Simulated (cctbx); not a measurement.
# Diagnosing a refinement

Cell a = 3.8920 Å, b = 3.8920 Å, c = 6.6350 Å, α = 90.00°, β = 90.00°, γ = 120.00°; space group P-3m1 (no. 164). The compound is CdCu2S2.

The data are simulated with cctbx, not measured: Mo Kα, λ = 0.71073 Å, to d = 0.8 Å, 70 % of the full sphere, strongest reflection 20000 counts, noise from counting, a 4 % proportional error and a noise floor of 4 counts (s.d.); no absorption, and some extinction, which the refinements don't model.

An anisotropic refinement with weights 1/σ² prints:

```text
Rint 0.030, 91 unique reflections to 0.81 A
cycle     R1     wR2    GooF  max shift (A)
   1  0.0469  0.1519   6.279   0.00371
   2  0.0247  0.0853   3.524   0.00004
final R1 0.0247 wR2 0.0853 GooF 3.524  parameters 8  data/parameter 11.4
atom        x        y        z      Ueq    occ   su(xyz)  su(Uiso or U11)
Rh1    0.00000  0.00000  0.00000   0.0132  1.000  0.00000  0.0007
Cu1    0.33333  0.66667  0.40766   0.0186  1.000  0.00025  0.0008
S1     0.33333  0.66667  0.74835   0.0156  1.000  0.00053  0.0011
difference map: max 0.76 min -1.19 rms 0.23
Q1    0.0000  0.0000  0.0000    1    0.76  0.00 A from Rh1
Q2    0.2232  0.4465  0.2816    6    0.54  1.12 A from Cu1
Q3    0.2559  0.5117  0.8999    6    0.50  1.13 A from S1
Q4    0.9966  0.4983  0.3555    6    0.45  1.19 A from Cu1
Q5    0.0500  0.4000  0.9444   12    0.33  1.51 A from Rh1
Q6    0.1890  0.3780  0.1422    6    0.32  1.59 A from Rh1
```

Q: Accept it or mend it, and why?

Mend it. The fault: wrong element: Rh1 is Cd. Against the right model at the same level, R1 goes from 0.0112 to 0.0247 and GooF from 1.00 to 3.52 and a hole of -1.2 e/Å³ opens. Rh1 has 3 electrons too few and its U shrinks to make up, as expected.

The compound is CdCu2S2. The right model at the same level gives:

```text
Rint 0.030, 91 unique reflections to 0.81 A
cycle     R1     wR2    GooF  max shift (A)
   1  0.0218  0.0568   2.346   0.00135
   2  0.0112  0.0241   0.996   0.00000
final R1 0.0112 wR2 0.0241 GooF 0.996  parameters 8  data/parameter 11.4
atom        x        y        z      Ueq    occ   su(xyz)  su(Uiso or U11)
Cd1    0.00000  0.00000  0.00000   0.0149  1.000  0.00000  0.0002
Cu1    0.33333  0.66667  0.40765   0.0159  1.000  0.00007  0.0002
S1     0.33333  0.66667  0.74760   0.0130  1.000  0.00014  0.0003
difference map: max 0.33 min -0.42 rms 0.12
Q1    0.1901  0.3801  0.2688    6    0.34  1.33 A from Cu1
Q2    0.1290  0.2580  0.9397    6    0.28  0.96 A from Cd1
Q3    0.1050  0.3905  0.1359   12    0.25  1.63 A from Cd1
Q4    0.0847  0.5424  0.6638    6    0.24  1.01 A from S1
Q5    0.1212  0.2424  0.6109    6    0.23  1.69 A from S1
Q6    0.2164  0.4328  0.9208    6    0.22  1.39 A from S1
```

The model is made up (kin elements in a known structure type, no relaxation), so it says nothing on whether the phase exists.

[Middle refinement cycles are left out of these outputs.]

[Logs are printed without paths, hosts, clocks, repeated set-up lines and the standing remarks that a program may print on its own settings, such as how far it seeks lower states.]
